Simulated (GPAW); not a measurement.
# Magnetic state of MnGa7N8 (GaN32 Mn2 d3p18) from several starts, part 2 of 2

A self-consistent run ends on one state, which hangs on the start. Several orders of MnGa7N8 (GaN32 Mn2 d3p18) are started in GPAW and their energies compared.

GPAW 26.7.0; PBE; plane waves with GPAW's PAW setups, scalar-relativistic.

So far. Step 2 (Run 1 (ferro ++)): After 32 cycles the largest moment stands at 3.44 μB.

## Step 3: Run 2 (antiferro +-)

Reversing part of the moments tests the sign of the couplings between them.

Input file order2.py:

```python
import json
import numpy as np
from ase import Atoms
from ase.parallel import paropen, parprint
from gpaw import GPAW

atoms = Atoms(['Mn', 'N', 'Mn', 'N', 'Ga', 'N', 'Ga', 'N', 'Ga', 'N', 'Ga', 'N', 'Ga', 'N', 'Ga', 'N', 'Ga', 'N', 'Ga', 'N', 'Ga', 'N', 'Ga', 'N', 'Ga', 'N', 'Ga', 'N', 'Ga', 'N', 'Ga', 'N'],
    cell=[[6.378, 0.0, 0.0],
         [-3.189, 5.52351, 0.0],
         [0.0, 0.0, 10.37]],
    scaled_positions=[[0.0, 0.0, 0.0],
         [0.166667, 0.333333, 0.0615],
         [0.166667, 0.333333, 0.25],
         [0.0, 0.0, 0.3115],
         [0.0, 0.0, 0.5],
         [0.166667, 0.333333, 0.5615],
         [0.166667, 0.333333, 0.75],
         [0.0, 0.0, 0.8115],
         [0.0, 0.5, 0.0],
         [0.166667, 0.833333, 0.0615],
         [0.166667, 0.833333, 0.25],
         [0.0, 0.5, 0.3115],
         [0.0, 0.5, 0.5],
         [0.166667, 0.833333, 0.5615],
         [0.166667, 0.833333, 0.75],
         [0.0, 0.5, 0.8115],
         [0.5, 0.0, 0.0],
         [0.666667, 0.333333, 0.0615],
         [0.666667, 0.333333, 0.25],
         [0.5, 0.0, 0.3115],
         [0.5, 0.0, 0.5],
         [0.666667, 0.333333, 0.5615],
         [0.666667, 0.333333, 0.75],
         [0.5, 0.0, 0.8115],
         [0.5, 0.5, 0.0],
         [0.666667, 0.833333, 0.0615],
         [0.666667, 0.833333, 0.25],
         [0.5, 0.5, 0.3115],
         [0.5, 0.5, 0.5],
         [0.666667, 0.833333, 0.5615],
         [0.666667, 0.833333, 0.75],
         [0.5, 0.5, 0.8115]],
    pbc=True,
    magmoms=[4.5, 0.0, -4.5, 0.0, 0.0, 0.0, 0.0, 0.0, 0.0, 0.0, 0.0, 0.0, 0.0, 0.0, 0.0, 0.0, 0.0, 0.0, 0.0, 0.0, 0.0, 0.0, 0.0, 0.0, 0.0, 0.0, 0.0, 0.0, 0.0, 0.0, 0.0, 0.0])
atoms.calc = GPAW(mode={'name': 'pw', 'ecut': 600},
    xc='PBE',
    kpts={'size': (5, 5, 3), 'gamma': True},
    occupations={'name': 'fermi-dirac', 'width': 0.05},
    convergence={'density': 1e-05, 'energy': 1e-05},
    maxiter=200,
    mixer={'name': 'pulay', 'beta': 0.05, 'nmaxold': 6, 'weight': 50},
    symmetry={'tolerance': 1e-4},
    txt='order2.txt')
e = atoms.get_potential_energy(force_consistent=True)
res = {'free_energy': e, 'energy_sigma0': atoms.get_potential_energy(), 'fermi_energy': atoms.calc.get_fermi_level()}
res['moments'] = atoms.get_magnetic_moments().tolist()
res['total'] = atoms.get_magnetic_moment()
parprint('site moments (muB):', np.round(res['moments'], 3))
parprint(f"total moment: {res['total']:.3f} muB")
parprint(f'free energy: {e:.6f} eV')
atoms.calc.write('order2.gpw')
with paropen('results.json', 'w') as f:
    json.dump(res, f)
```

Run with:

```sh
> OMP_NUM_THREADS=1 mpirun -n 4 gpaw python order2.py > order2.log
```

The log of the run:

```text
site moments (muB): [ 3.262e+00 -1.300e-02 -3.298e+00  8.000e-03 -8.000e-03  1.000e-03
  6.000e-03  1.100e-02  1.100e-02 -5.000e-03 -9.000e-03  6.000e-03
 -8.000e-03 -1.000e-03  7.000e-03 -2.000e-03  1.700e-02 -0.000e+00
 -1.800e-02  3.000e-03  1.000e-03 -2.000e-03 -1.000e-03 -1.000e-03
  1.100e-02 -5.000e-03 -9.000e-03  6.000e-03 -8.000e-03 -1.000e-03
  7.000e-03 -2.000e-03]
total moment: -0.036 muB
free energy: -201.418621 eV

--- order2.txt ---
Input parameters:
  mode=PW(ecut=600),
  convergence={'density': 1e-05, 'energy': 1e-05},
  kpts=MonkhorstPack(size=(5, 5, 3), gamma=True),
  maxiter=200,
  mixer=Pulay(name='pulay', nmaxold=6, beta=0.05, weight=50, sigma=0.015, g_ss=None),
  occupations=Occupations(name='fermi-dirac', width=0.05),
  symmetry=Symmetry(tolerance=0.0001),
  xc=XC(name='PBE')

Diagonalizing LCAO Hamiltonian
Converting LCAO to pw mode

          Ga      Ga
         N       N
           NGa     NGa
          N       N
            N       N
         Ga      Ga
           Ga      Ga
         NGa     NGa
            Mn      Ga
          NN      NN

         Ga N    Ga N
           Mn      Ga

Atoms  # Å, Bohr magnetons
|    | symbol |         x |        y |        z |    initial magnetic moments |
|----|--------|-----------|----------|----------|-----------------------------|
|  0 |     Mn |  0.000000 | 0.000000 | 0.000000 | ( 0.0000,  0.0000,  4.5000) |
|  1 |      N |  0.000003 | 1.841168 | 0.637755 | ( 0.0000,  0.0000,  0.0000) |
|  2 |     Mn |  0.000003 | 1.841168 | 2.592500 | ( 0.0000,  0.0000, -4.5000) |
|  3 |      N |  0.000000 | 0.000000 | 3.230255 | ( 0.0000,  0.0000,  0.0000) |
|  4 |     Ga |  0.000000 | 0.000000 | 5.185000 | ( 0.0000,  0.0000,  0.0000) |
|  5 |      N |  0.000003 | 1.841168 | 5.822755 | ( 0.0000,  0.0000,  0.0000) |
|  6 |     Ga |  0.000003 | 1.841168 | 7.777500 | ( 0.0000,  0.0000,  0.0000) |
|  7 |      N |  0.000000 | 0.000000 | 8.415255 | ( 0.0000,  0.0000,  0.0000) |
|  8 |     Ga | -1.594500 | 2.761755 | 0.000000 | ( 0.0000,  0.0000,  0.0000) |
|  9 |      N | -1.594497 | 4.602923 | 0.637755 | ( 0.0000,  0.0000,  0.0000) |
| 10 |     Ga | -1.594497 | 4.602923 | 2.592500 | ( 0.0000,  0.0000,  0.0000) |
| 11 |      N | -1.594500 | 2.761755 | 3.230255 | ( 0.0000,  0.0000,  0.0000) |
| 12 |     Ga | -1.594500 | 2.761755 | 5.185000 | ( 0.0000,  0.0000,  0.0000) |
| 13 |      N | -1.594497 | 4.602923 | 5.822755 | ( 0.0000,  0.0000,  0.0000) |
| 14 |     Ga | -1.594497 | 4.602923 | 7.777500 | ( 0.0000,  0.0000,  0.0000) |
| 15 |      N | -1.594500 | 2.761755 | 8.415255 | ( 0.0000,  0.0000,  0.0000) |
| 16 |     Ga |  3.189000 | 0.000000 | 0.000000 | ( 0.0000,  0.0000,  0.0000) |
| 17 |      N |  3.189003 | 1.841168 | 0.637755 | ( 0.0000,  0.0000,  0.0000) |
| 18 |     Ga |  3.189003 | 1.841168 | 2.592500 | ( 0.0000,  0.0000,  0.0000) |
| 19 |      N |  3.189000 | 0.000000 | 3.230255 | ( 0.0000,  0.0000,  0.0000) |
| 20 |     Ga |  3.189000 | 0.000000 | 5.185000 | ( 0.0000,  0.0000,  0.0000) |
| 21 |      N |  3.189003 | 1.841168 | 5.822755 | ( 0.0000,  0.0000,  0.0000) |
| 22 |     Ga |  3.189003 | 1.841168 | 7.777500 | ( 0.0000,  0.0000,  0.0000) |
| 23 |      N |  3.189000 | 0.000000 | 8.415255 | ( 0.0000,  0.0000,  0.0000) |
| 24 |     Ga |  1.594500 | 2.761755 | 0.000000 | ( 0.0000,  0.0000,  0.0000) |
| 25 |      N |  1.594503 | 4.602923 | 0.637755 | ( 0.0000,  0.0000,  0.0000) |
| 26 |     Ga |  1.594503 | 4.602923 | 2.592500 | ( 0.0000,  0.0000,  0.0000) |
| 27 |      N |  1.594500 | 2.761755 | 3.230255 | ( 0.0000,  0.0000,  0.0000) |
| 28 |     Ga |  1.594500 | 2.761755 | 5.185000 | ( 0.0000,  0.0000,  0.0000) |
| 29 |      N |  1.594503 | 4.602923 | 5.822755 | ( 0.0000,  0.0000,  0.0000) |
| 30 |     Ga |  1.594503 | 4.602923 | 7.777500 | ( 0.0000,  0.0000,  0.0000) |
| 31 |      N |  1.594500 | 2.761755 | 8.415255 | ( 0.0000,  0.0000,  0.0000) |

Unit cell  # Å
| periodic |         x |        y |         z |   lengths |     angles |
|----------|-----------|----------|-----------|-----------|------------|
|      yes |  6.378000 | 0.000000 |  0.000000 |  6.378000 |  90.000000 |
|      yes | -3.189000 | 5.523510 |  0.000000 |  6.378000 |  90.000000 |
|      yes |  0.000000 | 0.000000 | 10.370000 | 10.370000 | 120.000000 |

Number of symmetries: 2

BZ-sampling:
  Number of BZ points: 75
  Number of IBZ points: 24

  Monkhorst-Pack size: [5, 5, 3]
  Monkhorst-Pack shift: [0, 0, 0]

Plane wave coefficients: 12263
Cutoff: 600.0 eV

Spin-components: 2 (collinear spins)
Bands:           96
Projectors:      162
Spin-degeneracy: 1
Datatype:        complex128

Parallelization:
  kpt:    4
  domain: 1
  band:   1

Density:
  Valence electrons: 152.0
  Components: 2
  Grid points: [40 40 60]
  Charge: 0.0  # |e|

Potential:
  Grid points: [40 40 60]

[... setups left out ...]
Reference energy: -827121.121619  # eV

eigensolver:
  PPCG
  Converge bands: occupied
  niter=2

density mixing:
  Pulay-Mixer
  Linear mixing parameters: 0.05
  Old densities: 6
  Fourier metric: weight=50, sigma=0.015

occupation numbers:
  Fermi-Dirac:
    width: 0.0500  # eV

poisson solver:
  ecut: 4800.0  # eV

xc functional:
  name: PBE with 2 nearest neighbor stencil

convergence criteria:
- Maximum integral of absolute [dens]ity change: 1e-05 electrons / valence electron
- Maximum [total energy] change in last 3 cyles: 1e-05 eV / valence electron
- Maximum integral of absolute [eigenst]ate change: 4e-08 eV^2 / valence electron
maximum number of iterations: 200

SCF iterations
|iter     |      energy | eigst |  dens |  magmom |
|---------|-------------|-------|-------|---------|
|iter:   1|       0s | -228.574896 | +0.15 |       |  +0.0000|
|iter:   2|      31s | -220.999979 | -0.99 | -0.62 |  -0.0001|
|iter:   3|      62s | -201.825877 | +0.29 | -0.67 |  -0.0040|
|iter:   4|      93s | -202.766338 | -0.95 | -1.08 |  -0.0028|
|iter:   5|     124s | -201.979586 | -0.94 | -1.07 |  -0.0282|
|iter:   6|     155s | -202.058470 | -1.91 | -1.20 |  -0.0308|
|iter:   7|     186s | -201.688194 | -1.19 | -1.24 |  -0.0393|
|iter:   8|     217s | -201.489339 | -2.13 | -1.64 |  -0.0335|
|iter:   9|     248s | -201.382159 | -1.74 | -1.79 |  -0.0294|
|iter:  10|     280s | -201.408181 | -2.24 | -2.00 |  -0.0303|
[... 18 iterations left out ...]
|iter:  29|     860s | -201.383401c| -7.66c| -4.08 |  -0.0356|
|iter:  30|     875s | -201.383406c| -7.64c| -4.17 |  -0.0357|
|iter:  31|     907s | -201.383426c| -7.43c| -4.24 |  -0.0358|
|iter:  32|     922s | -201.383428c| -8.04c| -4.46 |  -0.0358|
|iter:  33|     938s | -201.383430c| -8.27c| -4.61 |  -0.0358|
|iter:  34|     953s | -201.383433c| -8.34c| -4.69 |  -0.0358|
|iter:  35|     969s | -201.383435c| -8.53c| -4.75 |  -0.0358|
|iter:  36|     984s | -201.383440c| -8.08c| -4.80 |  -0.0358|
|iter:  37|     999s | -201.383443c| -8.25c| -4.96 |  -0.0358|
|iter:  38|    1015s | -201.383446c| -8.43c| -5.09c|  -0.0358|

Converged in 38 steps
Energy contributions relative to reference atoms: (reference = -827121.121619)

Energy contributions:
  Kinetic:         497.349083
  Coulomb:        -434.295204
  Zero:              1.052879
  External:          0.000000
  Xc:             -265.455029
  Entropy:          -0.070350
  Spinorbit:         0.000000
  ----------------------------
  Free energy:    -201.418621
  Extrapolated:   -201.383446

dipole moment: (-79.676283, -99.543957, -114.338049)  # |e|*Ang

Total magnetic moment: (0.000000, 0.000000, -0.035818)

Local magnetic moments
|        x |        y |         z |
|----------|----------|-----------|
| 0.000000 | 0.000000 |  3.261934 |  # Mn   0
| 0.000000 | 0.000000 | -0.012711 |  # N    1
| 0.000000 | 0.000000 | -3.298115 |  # Mn   2
| 0.000000 | 0.000000 |  0.007729 |  # N    3
| 0.000000 | 0.000000 | -0.007897 |  # Ga   4
| 0.000000 | 0.000000 |  0.001221 |  # N    5
| 0.000000 | 0.000000 |  0.006181 |  # Ga   6
| 0.000000 | 0.000000 |  0.010657 |  # N    7
| 0.000000 | 0.000000 |  0.011364 |  # Ga   8
| 0.000000 | 0.000000 | -0.005405 |  # N    9
| 0.000000 | 0.000000 | -0.009120 |  # Ga  10
| 0.000000 | 0.000000 |  0.005696 |  # N   11
[...]
| 0.000000 | 0.000000 |  0.011364 |  # Ga  24
| 0.000000 | 0.000000 | -0.005405 |  # N   25
| 0.000000 | 0.000000 | -0.009120 |  # Ga  26
| 0.000000 | 0.000000 |  0.005696 |  # N   27
| 0.000000 | 0.000000 | -0.008154 |  # Ga  28
| 0.000000 | 0.000000 | -0.000822 |  # N   29
| 0.000000 | 0.000000 |  0.007046 |  # Ga  30
| 0.000000 | 0.000000 | -0.001682 |  # N   31

Fermi level: 7.787
Eigenvalues  # (at kpt = [0.000, 0.000, 0.000])
| band index |      eig [eV] | occ [0-1] |      eig [eV] | occ [0-1] |
|------------|---------------|-----------|---------------|-----------|
|          0 |       -73.497 |     1.000 |       -73.462 |     1.000 |
|        ... |               |           |               |           |
|         67 |         5.653 |     1.000 |         5.653 |     1.000 |
|         68 |         5.699 |     1.000 |         5.667 |     1.000 |
|         69 |         5.826 |     1.000 |         5.823 |     1.000 |
|         70 |         6.097 |     1.000 |         6.096 |     1.000 |
|         71 |         6.153 |     1.000 |         6.160 |     1.000 |
|         72 |         6.346 |     1.000 |         6.319 |     1.000 |
|         73 |         6.481 |     1.000 |         6.345 |     1.000 |
|         74 |         7.607 |     0.974 |         7.589 |     0.981 |
|         75 |         8.040 |     0.006 |         8.126 |     0.001 |
|         76 |         8.138 |     0.001 |         8.155 |     0.001 |
|         77 |         8.580 |     0.000 |         8.582 |     0.000 |
|         78 |         9.216 |     0.000 |         9.134 |     0.000 |
|         79 |         9.254 |     0.000 |         9.248 |     0.000 |
|         80 |         9.827 |     0.000 |         9.748 |     0.000 |
|         81 |         9.832 |     0.000 |         9.807 |     0.000 |
|         82 |        10.040 |     0.000 |        10.033 |     0.000 |
|        ... |               |           |               |           |
|         95 |        12.314 |     0.000 |        12.314 |     0.000 |

No gap
No difference between direct/indirect transitions
```

Elapsed: 18 min, on 4 MPI ranks of Arm Neoverse V2, shared host; peak memory 2.9 GiB.

Spin moment in the augmentation sphere by element, in μB:

```csv
element,atoms,mean,spread (r.m.s.),least,largest
Mn,2,-0.02,3.28,-3.30,3.26
N,16,0.00,0.01,-0.01,0.01
Ga,14,0.00,0.01,-0.02,0.02
```

The atoms farthest from the mean of their element:

```csv
atom,"x, y, z (Å)",spin moment in the augmentation sphere (μB)
Mn1,"0.00, 0.00, 0.00",3.26
Mn3,"0.00, 1.84, 2.59",-3.30
Ga19,"3.19, 1.84, 2.59",-0.02
Ga17,"3.19, 0.00, 0.00",0.02
N2,"0.00, 1.84, 0.64",-0.01
Ga25,"1.59, 2.76, 0.00",0.01
Ga9,"-1.59, 2.76, 0.00",0.01
N8,"0.00, 0.00, 8.42",0.01
```

Numbers from this step:

| Quantity | Value |
| --- | --- |
| magnetization | -0.03582 μB |
| final state | antiferromagnetic |

It lies 65.8 meV a seeded atom over the first start, and its largest moment is 3.30 μB against 3.44 μB.

## Step 4: Ranking

These are free energies at a smearing of 0.05 eV, so its entropy term is in the differences. They are divided by the number of seeded atoms, so that cells of unlike size compare.

Orders:

```csv
start,final state,typed order kept,energy over the lowest (meV a seeded atom),largest site moment (μB),net moment (μB a primitive cell),mesh matched,CPU time (s)
ferro ++,ferromagnetic,yes,0,3.439,8,yes,3861
antiferro +-,antiferromagnetic,yes,65.81,3.298,0.03582,yes,4286
```

## Step 5: What came out

```json
{
  "lowest state found": "ferromagnetic (typed ferro ++)",
  "largest site moment": "3.44 μB",
  "next state": "antiferromagnetic, 65.8 meV a seeded atom higher"
}
```

The lowest state found is ferromagnetic, reached from the start ferro ++, with moments up to 3.44 μB. The next state costs 66 meV a seeded atom. Only 2 starts are shown; other collinear patterns, canted and longer-period orders are not.

[Logs and program files are shortened in this print: banners, set-up blocks, solver, clock and traceback lines can be left out without a mark of their own.]

[Logs are printed without paths, hosts, clocks, repeated set-up lines and the standing remarks that a program may print on its own settings, such as how far it seeks lower states.]

[Hosts, paths, dates, database ids (printed as entryN), source tags and the programs' standing remarks are cut or masked in the printed files.]

[Where a cell is said to come from a database of computed structures, the database is the Materials Project.]
